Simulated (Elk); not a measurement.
An input for Elk 11.2.3 (patched build) (AgCl (Chlorargyrite)):

```
tasks
  185
  186
  187

xctype
  20

rgkmax
  8.5

gmaxvr
  18.0

lmaxapw
  10

lmaxo
  8

nxlo
  2

lorbcnd
  .true.

autolinengy
  .true.

tshift
  .false.

ngridk
  4 4 4

vkloff
  0.05 0.15 0.25

nempty
  10

swidth
  0.00551

scissor
  0.05712

gmaxrf
  2.5

wplot
  279 100 0
  0.0 0.5127

optcomp
  1 1
  2 2
  3 3

nvbse
  3

ncbse
  3

bsefull
  .true.

sppath
  './'

avec
  0.0000000000 5.1684009509 5.1684009509
  5.1684009509 0.0000000000 5.1684009509
  5.1684009509 5.1684009509 0.0000000000

atoms
  2
  'Ag.in'
  1
  0.0000000000 0.0000000000 0.0000000000
  'Cl.in'
  1
  0.5000000000 0.5000000000 0.5000000000
```

The database entry behind the starting cell differs from later determinations by our own check (an axis about 1.4 % short against later determinations), so it need not match the best structure at ambient conditions.

```sh
OMP_NUM_THREADS=4 elk > log
```

Question: How long will it take on 4 threads of Arm Neoverse V1, shared host, and how much memory?

It took 69 s; on shared hardware allow 34 s to 2.3 min. Peak host memory was 0.17 GiB.

The matrix is small, so building the kernel's matrix elements and any screening outweighs its diagonalisation.

[Paths, hosts, dates, memory and timing lines, banners, echoed tables and standing remarks are left out of the program output.]

[Logs are printed without paths, hosts, clocks, repeated set-up lines and the standing remarks that a program may print on its own settings, such as how far it seeks lower states.]

[Runs of the session that timed out or met a known fault of the program may be left out.]

[Hosts, paths, dates, database ids (printed as entryN), source tags and the programs' standing remarks are cut or masked in the printed files.]
